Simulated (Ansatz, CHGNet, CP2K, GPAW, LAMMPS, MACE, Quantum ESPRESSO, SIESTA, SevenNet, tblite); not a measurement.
# Glassy 62SiO2-21B2O3-8Na2O-8MgO (mol %) (80 atoms) in tblite

Aim: run glassy 62SiO2-21B2O3-8Na2O-8MgO (mol %) (80 atoms) in tblite and see how near its forces come to a plane-wave reference, and at what cost.

Method: the method is named at each step, in tblite 0.8.0.

### 1. Set-up

The cell holds 80 atoms: 15 Si, 10 B, 4 Na, 2 Mg and 49 O. Cell: a = 9.864 Å, b = 9.864 Å, c = 9.864 Å, α = 90.0°, β = 90.0°, γ = 90.0°. 80 atoms (15 Si, 10 B, 4 Na, 2 Mg, 49 O) placed at random at 2.23 g/cm³, melted at 3000 K for 20 ps at fixed volume with the Buckingham and Coulomb pair potential of Guillot and Sator (Geochim. Cosmochim. Acta 71, 1249 (2007)) with the boron terms of Wang et al. (J. Non-Cryst. Solids 498, 294 (2018)). Quenched from 3000 K to 300 K at 50 K/ps and fixed volume, held 10 ps at zero pressure, then minimised at fixed cell.

The yardstick, on the same geometry:

| Property | Result |
| --- | --- |
| method | Kohn-Sham DFT, PBE, PAW, plane waves (Ansatz 0.2.0); cutoff 420 eV, Γ point, fermi-dirac smearing of 0.05 eV; PAW set soft_2 |
| r.m.s. force component | 0.8803 eV/Å |
| longest force | 3.89 eV/Å |
| pressure | 0.1522 GPa |
| gap (highest filled to lowest empty level) | 1.799 eV |
| SCF cycles | 10 |
| time | 10 s on 4 threads of Arm Neoverse V2, shared host |
| CPU time | 39 s |

### 2. GFN1-xTB

Method: GFN1-xTB tight binding, diagonalisation.

run.py

```python
import numpy as np
from ase.io import read
from tblite.ase import TBLite

atoms = read("structure.xyz")
atoms.calc = TBLite(method="GFN1-xTB", electronic_temperature=580, accuracy=1.0, max_iterations=250, mixer_damping=0.4, verbosity=1)
energy = atoms.get_potential_energy()
forces = atoms.get_forces()
print(f"energy {energy:.6f} eV")
print("forces (eV/A)")
for i, (a, f) in enumerate(zip(atoms, forces)):
    print(f"{i:4d} {a.symbol:2s} {f[0]:10.5f} {f[1]:10.5f} {f[2]:10.5f}")
stress = -atoms.get_stress(voigt=False) * 160.21766
print("stress (GPa, compression positive)")
for row in stress:
    print(" ".join(f"{x:10.4f}" for x in row))
print("charges (e)")
print(np.array2string(atoms.get_charges(), precision=4, suppress_small=True, max_line_width=110, threshold=100000))
```

structure.xyz

```xyz
80
Lattice="9.86421 0.00000 0.00000 0.00000 9.86421 0.00000 0.00000 0.00000 9.86421" Properties=species:S:1:pos:R:3 pbc="T T T"
Si 3.39112 0.37671 5.01418
Si 0.17203 0.48808 2.84790
Si 6.67886 3.24039 4.77724
Si 8.90620 6.42061 1.05784
Si 9.13002 4.41512 3.38688
Si 4.23964 5.30596 4.45369
Si 1.35426 5.63237 5.19341
Si 6.92468 0.46766 1.79578
Si 0.81242 1.45211 5.82304
Si 1.90951 5.45451 0.49282
Si 7.39510 8.59114 6.59186
Si 2.27173 6.89784 7.84165
Si 1.14681 2.80952 1.30385
Si 0.16069 9.07014 8.03124
Si 6.05258 5.89022 1.40289
B 3.67215 6.85355 1.99178
B 4.32230 9.55556 2.43044
B 4.86592 7.21399 6.53188
B 8.76672 3.50268 6.82761
B 1.64653 8.23178 4.00941
B 5.44948 3.19097 7.85507
B 8.60544 9.15576 0.29652
B 9.02990 3.54184 9.42999
B 5.85668 1.00171 6.14876
B 6.53898 3.18081 0.63871
Na 2.75488 3.53316 7.33167
Na 5.24332 0.22066 8.91172
Na 6.99402 5.63404 8.03529
Na 4.22750 2.73426 2.24657
Mg 6.01914 7.98764 3.96117
Mg 2.21037 8.87453 1.26203
O 2.79236 4.85003 5.13057
O 6.93109 0.27679 6.82554
O 1.29951 6.30964 6.66742
O 9.82899 2.69283 6.42969
O 8.49269 0.48009 2.34413
O 7.98863 3.50939 0.48640
O 5.00934 4.42952 7.41996
O 7.38642 6.23694 0.49153
O 2.35478 6.78529 1.33088
O 0.04577 4.78197 4.77951
O 0.26752 1.14662 4.32467
O 0.27995 3.47348 2.52129
O 7.57621 3.62155 6.11916
O 6.40207 6.42061 2.89011
O 9.16040 8.01694 0.87515
O 3.80305 5.76297 2.94674
O 3.90988 0.06767 1.10242
O 1.41403 8.13067 8.50768
O 0.57686 0.20754 6.84270
O 2.36998 8.94467 4.96663
O 2.48036 5.65032 8.85826
O 0.99204 8.93076 2.99517
O 1.46878 6.87200 4.15846
O 1.17177 1.24841 1.76806
O 9.45702 0.01716 9.33322
[... 20 atom lines left out ...]
O 8.70260 8.24352 7.52225
O 7.25838 9.46471 0.41479
O 4.77073 0.06274 5.80045
O 5.85549 4.28580 1.29645
```

On the command line:

```sh
$ OMP_NUM_THREADS=1 python run.py > output.txt
```

Output:

```text
------------------------------------------------------------
  cycle        total energy    energy error   density error
------------------------------------------------------------
      1     -261.9182499009  -2.6305907E+02   1.0364459E+00
      2     -271.8044072743  -9.8861574E+00   6.4872797E-01
      3     -275.9546042123  -4.1501969E+00   4.2936854E-01
      4     -279.1197993616  -3.1651951E+00   1.2224867E-01
      5     -279.3857235666  -2.6592421E-01   7.1805708E-02
      6     -279.5541316710  -1.6840810E-01   2.9531047E-02
      7     -279.5634146878  -9.2830169E-03   2.2514350E-02
      8     -279.5748255491  -1.1410861E-02   1.1735310E-02
      9     -279.5776639460  -2.8383969E-03   5.9942558E-03
     10     -279.5783114524  -6.4750638E-04   1.0095226E-03
     11     -279.5783195842  -8.1318370E-06   6.2372850E-04
     12     -279.5783320464  -1.2462131E-05   7.6911592E-05
     13     -279.5783322199  -1.7354142E-07   2.9378162E-05
     14     -279.5783322320  -1.2072690E-08   1.8284000E-05
------------------------------------------------------------
 total:                                   3.137 sec
energy -7607.713922 eV
forces (eV/A)
   0 Si    0.95434   -0.94656   -0.84813
   1 Si   -0.23437   -0.75138    0.45520
   2 Si   -0.10099   -1.68459    0.97884
   3 Si   -0.53996    0.29615   -0.84018
   4 Si    0.08038   -0.35181   -0.93705
   5 Si   -0.26782    0.80678   -1.25458
   6 Si    0.13177    0.47284   -0.24279
   7 Si   -1.16460    1.03482   -0.69215
   8 Si   -0.45111    0.99059    0.39582
   9 Si   -0.66982    0.74022    0.49220
  10 Si   -0.02350    0.52378   -2.80129
  11 Si    0.64820    0.09713   -0.94882
  12 Si   -1.25819    0.47363   -0.11054
  13 Si   -0.78982    0.33715    0.10587
  14 Si   -0.48388    0.16201    1.73472
  15 B     1.36575    1.11148    0.17090
  16 B    -1.20752   -0.93440   -1.19869
  17 B     0.93937    0.00023   -0.09518
  18 B    -1.08868   -0.27905    1.02477
  19 B     0.61399   -0.43083    1.21886
  20 B    -0.48780    2.44553   -0.17541
  21 B    -0.28410   -0.49932   -0.35037
  22 B    -2.53252   -1.03185    0.59142
  23 B     0.37687    1.01380    1.37726
[...]
72 O    -0.52988   -0.33194    0.63391
  73 O    -0.53907   -0.29923    1.21512
  74 O     0.26549   -0.01230   -1.13182
  75 O     0.17413    0.17569    0.83894
  76 O     0.46037   -0.19704    0.01322
  77 O     0.90688   -0.35036   -0.48014
  78 O    -1.54831   -0.09800   -0.18082
  79 O    -0.33629    0.08810    0.28739
stress (GPa, compression positive)
    3.3027     0.2661    -1.5786
    0.2661     3.9522    -0.0743
   -1.5786    -0.0743     5.8776
charges (e)
[ 0.4921  0.5319  0.5173  0.5211  0.5261  0.5244  0.5159  0.516   0.5182  0.5485  0.4408  0.5357  0.5407
  0.5115  0.4682  0.7072  0.6977  0.7195  0.7058  0.7109  0.6399  0.7271  0.7017  0.7117  0.712   0.2163
  0.2096  0.1979  0.2193  0.7762  0.7298 -0.2726 -0.3911 -0.2655 -0.317  -0.2483 -0.471  -0.6319 -0.2777
 -0.385  -0.2589 -0.2363 -0.2703 -0.3321 -0.4919 -0.3477 -0.3562 -0.577  -0.2699 -0.2336 -0.367  -0.2427
 -0.361  -0.3288 -0.2748 -0.3628 -0.5123 -0.3946 -0.3487 -0.247  -0.2381 -0.2937 -0.4391 -0.2665 -0.3495
 -0.3489 -0.23   -0.2086 -0.3303 -0.3623 -0.2969 -0.4984 -0.489  -0.5641 -0.4017 -0.3432 -0.267  -0.3542
 -0.3731 -0.3625]
```

Run time: 3.7 s. Hardware: 1 thread of Arm Neoverse V2, shared host; peak memory 0.11 GiB.

Banners, paths, timers and routine set-up lines are dropped from the logs unmarked, and long logs keep their key lines alone; longer cuts are marked.

Against the reference:

```
r.m.s. force component                  : 0.7472 eV/Å
r.m.s. difference of force components   : 518.6 meV/Å
longest difference of force vectors     : 2594 meV/Å
force difference over r.m.s. force      : 58.91 %
slope of forces against the reference's : 0.6867
correlation of force components         : 0.8091
pressure                                : 4.378 GPa
pressure difference                     : 4.225 GPa
```

Length of the force difference by element (eV/Å):

```
element  atoms  mean  most
      B     10  0.93   1.7
     Mg      2  0.26  0.30
     Na      4  0.45  0.56
      O     49  0.64   1.2
     Si     15   1.3   2.6
```

A closer look about B17, picked at random: 10 atoms, nearest first, numbered in the order of the input, with positions taken from that point.

```
atom      x      y      z  distance (Å)  bonds  Mulliken charge (e)     Fx     Fy  Fz (eV/Å)
 B17   0.00   0.00   0.00          0.00      4                 0.70  -1.21  -0.93      -1.20
 O48  -0.41   0.38  -1.33          1.44      3                -0.58  -0.54   0.14      -0.70
 O59   1.46  -0.04   0.18          1.47      3                -0.35   1.82   0.40       0.17
 O58  -0.59   0.90   1.00          1.47      3                -0.39  -0.23   0.94       0.70
 O74  -0.54  -1.39   0.23          1.51      3                -0.56  -0.54  -0.30       1.22
Mg31  -2.11  -0.68  -1.17          2.51      4                 0.73   0.92   0.20      -0.12
Mg30   1.70  -1.57   1.53          2.77      4                 0.78   0.83  -0.50      -0.35
 Si8   2.60   0.78  -0.63          2.79      4                 0.52  -1.16   1.03      -0.69
 B16  -0.65  -2.70  -0.44          2.81      4                 0.71   1.37   1.11       0.17
 Si1  -0.93   0.69   2.58          2.83      4                 0.49   0.95  -0.95      -0.85
```

Atoms are counted from 1 here, from 0 in the log.

Forces lie 59 % from the reference's, at 0.096 times its CPU time (on 1 against 4 cores).

### 3. Results

| Item | Value |
| --- | --- |
| force difference from the reference | tblite GFN1-xTB, 59 % |
| its CPU time | 3.7 s |

In words: Tight binding differs by 59 % (tblite GFN1-xTB); it is another model, with fitted parameters of its own, and the xTB methods hold dispersion. One electronic-structure run takes under half the reference's CPU time: tblite GFN1-xTB, at 59 % in 3.7 s against 39 s; its pressure misses by +4.2 GPa. Periodic xTB results under one method name differ between programs and library versions. The quench rate of 50 K/ps is many orders above laboratory rates, so the cell is likely richer in defects and strain than a real sample. The network of bonds at the start is that of the classical potential that made the cell, and needn't be the one that DFT or experiment would give. The reference's stress is far from hydrostatic: its diagonal is -1.7, -0.2, 2.3 GPa, compression counted positive. The electronic-structure runs sample only Γ, in a cell whose shortest periodic width is 10 Å.

[Also dropped from logs without a mark: logging warnings of Python, and SIESTA's first energy breakdown and zero terms.]

[Logs are printed without paths, hosts, clocks, repeated set-up lines and the standing remarks that a program may print on its own settings, such as how far it seeks lower states.]

[Hosts, paths, dates, database ids (printed as entryN), source tags and the programs' standing remarks are cut or masked in the printed files.]
